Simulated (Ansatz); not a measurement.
# Resistivity from frozen vibrations: Al(111) with 4 thermally displaced layers, 2x2

Aim: the resistivity of Al at 300 K from frozen thermal displacements between perfect leads.

Main program and level: Ansatz 0.2.0; Ansatz plane-wave DFT, PBE, PAW files; ballistic transport by layer matching (Landauer), zero bias; PAW set soft_1.

**1. The starting structure**

The cell holds 40 atoms: 40 Al. Cell: a = 5.725 Å, b = 5.725 Å, c = 23.429 Å, α = 93.5°, β = 86.5°, γ = 120.0°. It derives from Al. Regions: lead, 24 atoms (24 Al); scattering region, 16 atoms (16 Al). The structure is stacked along c, and the current runs across the ab planes.

**2. With 4 displaced layers**

Each atom of 4 layers is moved at random, by amounts drawn from a normal law 0.0966 Å wide in each direction from the Debye model (428 K) at 300 K. The layers about the cell's end stay perfect and serve as the lead. Disorder leaves little or no symmetry, which makes such runs dear. Energies from -0.05 to 0.05 eV in steps of 0.05 eV are too few for the program's thermal sum, so it prints no conductance; for a metal the transmission near the Fermi level serves, at a fraction of the cost.

The input, input.yaml:

```yaml
crystal:
  lattice:
    - [5.7246940741, 0.0, 0.0]
    - [-2.862347037, 4.957730497, 0.0]
    - [1.4311735185, -0.8262884162, 23.3709656917]
  atoms:
    - { symbol: Al, position: [0.9916666667, 0.0083333333, 0.05] }
    - { symbol: Al, position: [0.9916666667, 0.5083333333, 0.05] }
    - { symbol: Al, position: [0.4916666667, 0.0083333333, 0.05] }
    - { symbol: Al, position: [0.4916666667, 0.5083333333, 0.05] }
    - { symbol: Al, position: [0.1416666667, 0.3583333333, 0.15] }
    - { symbol: Al, position: [0.1416666667, 0.8583333333, 0.15] }
    - { symbol: Al, position: [0.6416666667, 0.3583333333, 0.15] }
    - { symbol: Al, position: [0.6416666667, 0.8583333333, 0.15] }
    - { symbol: Al, position: [0.2916666667, 0.2083333333, 0.25] }
    - { symbol: Al, position: [0.2916666667, 0.7083333333, 0.25] }
    - { symbol: Al, position: [0.7916666667, 0.2083333333, 0.25] }
    - { symbol: Al, position: [0.7916666667, 0.7083333333, 0.25] }
    - { symbol: Al, position: [0.9512278915, 0.0792179429, 0.3530637546] }
    - { symbol: Al, position: [0.9704702053, 0.5890294361, 0.3450194283] }
    - { symbol: Al, position: [0.418306374, 0.0325387903, 0.3495548376] }
    - { symbol: Al, position: [0.4579567804, 0.5582473327, 0.3520486496] }
    - { symbol: Al, position: [0.0614959396, 0.4105729742, 0.4462531082] }
    - { symbol: Al, position: [0.1295927701, 0.9262586911, 0.4539220864] }
    - { symbol: Al, position: [0.5962057296, 0.420722022, 0.4527179686] }
    - { symbol: Al, position: [0.5810937127, 0.8985678222, 0.4495258345] }
    - { symbol: Al, position: [0.2258626775, 0.2465632581, 0.5488292797] }
    - { symbol: Al, position: [0.2379423181, 0.7721588222, 0.5434060231] }
    - { symbol: Al, position: [0.7498413262, 0.2457743104, 0.5477445359] }
    - { symbol: Al, position: [0.7176490524, 0.7553536417, 0.5489768259] }
    - { symbol: Al, position: [0.8896335142, 0.0980024603, 0.6503873387] }
    - { symbol: Al, position: [0.9267355435, 0.6159037184, 0.6476298908] }
    - { symbol: Al, position: [0.4060787974, 0.1062338053, 0.6524534979] }
    - { symbol: Al, position: [0.3995223898, 0.5993880876, 0.6420253242] }
    - { symbol: Al, position: [0.0416666667, 0.4583333333, 0.75] }
    - { symbol: Al, position: [0.0416666667, 0.9583333333, 0.75] }
    - { symbol: Al, position: [0.5416666667, 0.4583333333, 0.75] }
    - { symbol: Al, position: [0.5416666667, 0.9583333333, 0.75] }
    - { symbol: Al, position: [0.1916666667, 0.3083333333, 0.85] }
    - { symbol: Al, position: [0.1916666667, 0.8083333333, 0.85] }
    - { symbol: Al, position: [0.6916666667, 0.3083333333, 0.85] }
    - { symbol: Al, position: [0.6916666667, 0.8083333333, 0.85] }
    - { symbol: Al, position: [0.8416666667, 0.1583333333, 0.95] }
    - { symbol: Al, position: [0.8416666667, 0.6583333333, 0.95] }
    - { symbol: Al, position: [0.3416666667, 0.1583333333, 0.95] }
    - { symbol: Al, position: [0.3416666667, 0.6583333333, 0.95] }
kpoints:
  mp_grid: { grid: [5, 5, 1] }
hamiltonian:
  xc: pbe
  pseudopotentials: { kind: paw, azcp: { folder: soft_1 } }
scf:
  occupations: { method: fermi_dirac, width: 0.1 }
output:
  transmission:
    leads: [[0, 4]]
    kmesh: [10, 10]
    e_range: [-0.05, 0.05]
    de: 0.05
  write_potential: true
  write_density: true
  volumetric_format: npy
  elf: true
```

Launch:

```
$ ansatz run input.yaml --threads 4 --pin off --max-ram 15360MiB --backend cpu --events-out ev --progress --plain --runs-dir out
```

Numbers of over 12 decimals in the logs are rounded to 6 here.

Log:

```text
Engine: ansatz 0.2.0, x86_64-unknown-linux-gnu
Pseudopotentials: kind: paw
Pseudopotential: Al, paw, valence charge 3, recommended cutoff 420 eV (normal), soft_1/Al.paw.azcp
Functional definition: PBE
  parameter kappa = 0.804
  parameter beta = 0.066725
  exchange = pbe_x(kappa = kappa, mu = beta*pi^2/3)
  correlation = pbe_c(beta = beta)
Crystal: 40 atoms, lattice volume = 663.303 Å³
Basis set: ecut = 420 eV, 13043 PW (Γ)
Bands: 100, of which v1, the nominal top of the filled ones, is band 60 counted from 1 (59 counted from 0)
Symmetry: 1 space group operations
Space group: P1 (ITA 1), of the structure as read, at distance tolerance 8.7e-5 Å
k-points: 13 of 25 (time reversal used)
Non-local potential: Al, projectors of the file, l = 0: 2, l = 1: 2, l = 2: 1
PAW form: soft (Blöchl's): semilocal exchange-correlation on the pseudo side does not see the compensation charge
PAW one-centre angular grid: Al, 110 points (default); XC on 64 Gauss nodes
Initial density: superposition of atomic densities (chi_scale 0.1, normalization cell)
Initial wavefunctions: pseudopotential atomic-orbital guess
Functional: x = pbe(κ = 0.804, μ = 0.219515), c = pbe(β = 0.066725)
SCF iter   1: F=—  HF=-21500.985636 eV  |F-HF|=—  |Δ(HF+E_count)|=         —  Δρ=2.30e-2  dr2=4.85e0  ethr=3.10e-3  ⟨swp⟩=6.5  Hψ=5969  notcnv=0  defer=37
preconditioner: auto → Kerker (q_TF=auto, 2.052 Å⁻¹)  [metal: Δε(μ)=0.015 eV  Ē_g=6.723 eV  σ=0.100 eV  W_gap=0.04  n_scr=86 (ndim 8)  ℏωp=15.8 eV  f_vac=0.000  D(μ)=19.47/eV (n_scr^D=134)]
SCF iter   2: F=—  HF=-21500.323626 eV  |F-HF|=—  |Δ(HF+E_count)|=   6.62e-1  Δρ=1.51e-2  dr2=1.82e0  ethr=3.10e-3  ⟨swp⟩=1.3  Hψ=1517  notcnv=0  defer=41
SCF iter   3: F=—  HF=-21499.507505 eV  |F-HF|=—  |Δ(HF+E_count)|=   8.16e-1  Δρ=1.42e-3  dr2=1.78e-2  ethr=1.52e-3  ⟨swp⟩=2.0  Hψ=1441  notcnv=0  defer=83
SCF iter   4: F=—  HF=-21499.498959 eV  |F-HF|=—  |Δ(HF+E_count)|=   8.55e-3  Δρ=1.95e-4  dr2=3.84e-4  ethr=1.49e-5  ⟨swp⟩=2.3  Hψ=1833  notcnv=0  defer=104
SCF iter   5: F=—  HF=-21499.498817 eV  |F-HF|=—  |Δ(HF+E_count)|=   1.42e-4  Δρ=2.32e-5  dr2=6.50e-6  ethr=3.20e-7  ⟨swp⟩=2.6  Hψ=2006  notcnv=0  defer=104
SCF iter   6: F=—  HF=-21499.498814 eV  |F-HF|=—  |Δ(HF+E_count)|=   3.06e-6  Δρ=4.10e-6  dr2=2.04e-7  ethr=5.42e-9  ⟨swp⟩=1.7  Hψ=1354  notcnv=0  defer=104
SCF iter   7: F=-21499.498814 eV  HF=-21499.498814 eV  |F-HF|=5.10e-9  |Δ(HF+E_count)|=   3.11e-9  Δρ=9.36e-7  dr2=1.04e-8  ethr=8.33e-11  ⟨swp⟩=13.1  Hψ=5343  notcnv=0
SCF 1 converged in 7 iterations: F = -21499.498814 eV  dr2 = 1.04e-8
  greatest PAW one-centre occupation: 0.453 electrons in one spin orbital (limit 2), on the Al atom at site 17 (counted from 0), in its partial waves of l = 0
transmission: 159 of 1508 steps passed
transmission: 306 of 1508 steps passed
[...]
transmission: 1508 of 1508 steps passed
SCF converged after 7 iterations
Free energy (F): -21499.498814 eV
Harris-Foulkes:  -21499.498814 eV  (|F-HF|=5.10e-9)
Internal energy: -21498.857058 eV  (E = F + TS)
E sigma→0 (E₀):  -21499.177936 eV
Entropy (-TS):   -0.641756 eV (-16.044 meV/atom)
Fermi energy:    7.929546 eV
--- Per-component energies (eV) ---
  E_band       = 416.506393
  E_kinetic    = 899.064628
  E_local      = 409.356617  (includes V_loc(G=0)·N_el)
  E_nonlocal   = 400.329831
  E_hartree    = 6.481947
  E_xc         = -1506.404624
  E_vxc        = -1165.320834  (∫ρ·V_xc dr)
  E_paw        = -18776.325342  (= ΣΔE_a)
  E_vpaw       = -139.887851  (= ΣTr[D̂ρ^β])
  E_aug_tail   = -0.000083  (compensation charges beyond the density's cutoff)
  E_ewald      = -2931.360032
  E_smearing   = -0.641756  (= −TS)
  E_closure    = 0.000000  (closes the sum)
  Σ components = -21499.498814   (vs F -21499.498814, Δ=0.00e0)
--- Band table (eV; the first three rows and the last of 13) ---
  k-point 0: bands = [... 56 lower, 6.2893, 6.7212, 6.7488, 6.7683, 6.7920, 7.0822, 7.1190, 7.1591, ... 36 higher]
  k-point 1: bands = [... 56 lower, 6.6475, 6.9142, 7.0493, 7.2114, 7.3608, 7.4024, 7.4705, 7.5599, ... 36 higher]
  k-point 2: bands = [... 56 lower, 7.8373, 7.9208, 8.0380, 8.1038, 8.1496, 8.2017, 8.2353, 8.3639, ... 36 higher]
  k-point 12: bands = [... 56 lower, 7.4548, 7.5422, 7.7803, 7.9451, 7.9807, 7.9978, 8.0718, 8.1071, ... 36 higher]
--- Transmission ---
  basis      : 253 plane waves across, 29 finite elements along
  points     : 52, standing for a mesh of 10 x 10
  energies   : 3 from -0.050000 to 0.050000 eV about the Fermi level, 0.050000 eV apart; the leads are filled to 0.000000 eV, and channels, transmission and decay are at 0.000000 eV
  crystal 0  : Al4, at the sites [0, 4], period 2.3371 Å, over 14.02 Å; its Hamiltonian steps by up to 6.9 meV
    offset         : up to 0.0000 Å between an atom of the period and one for which it stands
    channels       : 5.410000e0 a spin
    conductance    : none, the energies end too early or step too widely for 300 K: set another output.transmission.e_range or a lower de, or, where they end at an eighth of basis.ecutwfc, a higher one
  junction   : crystal 0 to crystal 0, 0.70 to 21.73 Å
    transmission   : 5.146232e0 a spin
    conductance    : none, the energies end too early or step too widely for 300 K: set another output.transmission.e_range or a lower de, or, where they end at an eighth of basis.ecutwfc, a higher one
```

The job ended after 3.5 min (4 threads of Intel Xeon Platinum 8488C (Sapphire Rapids), shared host; peak memory 1.8 GiB; 11 min of CPU time).

The column dr2 measures how far the density is from self-consistency, as an energy; F and HF (Harris–Foulkes) agree once it is small.

This step gave:

```
free energy                                    : -21499.4988 eV
energy at zero smearing                        : -21499.1779 eV
Fermi energy                                   : 7.930 eV
cell area                                      : 28.38 Å²
transmission per spin nearest the Fermi level  : 5.146
open channels per spin nearest the Fermi level : 5.41
step of the lead's potential                   : 6.9 meV
```

Per spin. Table of transmission, zone mean by energy, zero at the Fermi level:

| energy (eV) | transmission, zone mean |
| --- | --- |
| -0.0500 | 5.06 |
| 0.0000 | 5.15 |
| 0.0500 | 5.28 |

Per spin. The open channels, zone mean, lead by energy, zero at the Fermi level:

| energy (eV) | open channels, zone mean, lead |
| --- | --- |
| -0.0500 | 5.29 |
| 0.0000 | 5.41 |
| 0.0500 | 5.59 |

Transmission over k1 and k2. At 0.0000 eV from the Fermi level.

Values, 10 rows by 10 columns:
```
4.77 5.52 5.66 3.97 5.59 5.34 4.76 2.95 3.86 2.96
3.72 5.65 4.81 6.85 6.87 4.77 5.52 3.82 3.92 3.90
3.70 4.03 6.83 6.83 6.75 6.76 6.80 4.34 3.85 2.95
4.76 5.67 6.82 6.73 5.91 5.88 6.74 6.78 5.63 4.82
3.88 5.48 4.71 6.81 5.91 6.87 5.91 6.81 4.71 5.48
4.76 4.82 5.63 6.78 6.74 5.88 5.91 6.73 6.82 5.67
3.70 2.95 3.85 4.34 6.80 6.76 6.75 6.83 6.83 4.03
3.72 3.90 3.92 3.82 5.52 4.77 6.87 6.85 4.81 5.65
4.77 2.96 3.86 2.95 4.76 5.34 5.59 3.97 5.66 5.52
3.86 4.82 3.83 3.88 4.83 3.89 4.83 3.88 3.83 4.82
```
Columns: k1 (b1) from -0.5 to 0.4; rows upwards: k2 (b2) from -0.5 to 0.4.

Open channels over k1 and k2. At 0.0000 eV from the Fermi level.

Values, 10 rows by 10 columns:
```
5.00 6.00 6.00 5.00 6.00 6.00 5.00 3.00 4.00 3.00
4.00 6.00 5.00 7.00 7.00 5.00 6.00 4.00 4.00 4.00
4.00 5.00 7.00 7.00 7.00 7.00 7.00 5.00 4.00 3.00
5.00 6.00 7.00 7.00 6.00 6.00 7.00 7.00 6.00 5.00
4.00 6.00 5.00 7.00 6.00 7.00 6.00 7.00 5.00 6.00
5.00 5.00 6.00 7.00 7.00 6.00 6.00 7.00 7.00 6.00
4.00 3.00 4.00 5.00 7.00 7.00 7.00 7.00 7.00 5.00
4.00 4.00 4.00 4.00 6.00 5.00 7.00 7.00 5.00 6.00
5.00 3.00 4.00 3.00 5.00 6.00 6.00 5.00 6.00 6.00
4.00 5.00 4.00 4.00 5.00 4.00 5.00 4.00 4.00 5.00
```
Columns: k1 (b1) from -0.5 to 0.4; rows upwards: k2 (b2) from -0.5 to 0.4.

Valence density in the ca plane at fractional y = 0.208, with atoms of Al within 0.2 Å of it. It is the smooth field of the valence electrons, not physical close to the nuclei.

Ten even steps from '0' (0.06 e/Å³) to '9' (0.24 e/Å³), each cell a mean:
```
88777778767777899987655689977774368777765445
77777435777777777888766789987776567777764345
77786101676665544678778753577778776567765456
77787202676554323467778720167777765456776677
88777645765554323467777731267677764446777786
77767787655666544567766765677778875456777786
77666777655666655678755567766676677667776667
87767787656777766788765456655664358877765456
87777667766787655689875567655675468878764345
77787213777777544578877776776677677777765445
77786101687776533457888852467667765556776567
87777423777777533356778720157666654346777777
88767777777888754456667741268777654346777786
77666787666777887676655777788788765456776677
77666787666755899887655689987786567667775567
```
Columns run along c (16.0 Å, from fractional 0.16 to 0.84 of the cell), rows up along a (5.7 Å). Atoms in or near the plane, at fractional coordinates: Al at (0.25, 0.29), Al at (0.25, 0.79), Al at (0.55, 0.23), Al at (0.55, 0.75).

Electrostatic potential energy in the ca plane at fractional y = 0.208, with atoms of Al within 0.2 Å of it. With pseudopotentials it is smooth inside the atoms' cores, unlike the true potential.

Ten even steps from '0' (-9.2 eV) to '9' (9.8 eV), each cell a mean:
```
46886324787400167755789987788610104888889998
88872131278754688766788632368730005888889999
99960696169988899988887213127863247998889997
88861595169999999999996159615888789998889873
47884110379988999999997138416898899998888850
04788545788766799988898511037875568998888850
03799888998523689876789865578740016898889972
25788656898522588866789998899710203788889997
67874111588755789876789887889720103788889999
89961483168888899987888631268851026898889998
99961697159999999998887214216887678998889985
78872252168988999999996149705899899998888861
25886212588754689999997227405888889998888840
03798777887300268877898620037864468998889860
03798878997200057766799876678720016898889985
```
Columns run along c (16.0 Å, from fractional 0.16 to 0.84 of the cell; values clipped at the 3rd and 97th percentile), rows up along a (5.7 Å). Atoms in or near the plane, at fractional coordinates: Al at (0.25, 0.29), Al at (0.25, 0.79), Al at (0.55, 0.23), Al at (0.55, 0.75).

ELF in the ca plane at fractional y = 0.208, with atoms of Al within 0.2 Å of it. It is the smooth field of the valence electrons, not physical close to the nuclei.

Ten even steps from '0' (0.07) to '9' (0.70), each cell a mean:
```
88777778878755799998655689987761148888875345
88886203788887777888766777887774257878864335
88885050588776544678878621378788766667876556
88885020587765322468888501048788864457887776
88887423777776422467778600058888864346888885
67767888767787644577766653588888865456888884
56666888666777766788754578887886457677876676
77777888767778877898754467766762037888875456
88887546777898766799875567766762148888864335
88885011688888644689987765677787567778875445
88885060488887532468889720168788765567876566
88886101688887532357889601048777653346887785
78777766777888755567777610058888753346888884
56767888767755788777666765688888765557887775
67767888767633799987655689988874357778876566
```
Columns run along c (16.0 Å, from fractional 0.16 to 0.84 of the cell), rows up along a (5.7 Å). Atoms in or near the plane, at fractional coordinates: Al at (0.25, 0.29), Al at (0.25, 0.79), Al at (0.55, 0.23), Al at (0.55, 0.75).

Over the solved energies the transmission per spin lies between 5.06 and 5.28, out of 5.43 channels of the lead on average (up to 5.59).

[end of part 1 of 2]

[Logs are printed without paths, hosts, clocks, repeated set-up lines and the standing remarks that a program may print on its own settings, such as how far it seeks lower states.]

[Hosts, paths, dates, database ids (printed as entryN), source tags and the programs' standing remarks are cut or masked in the printed files.]
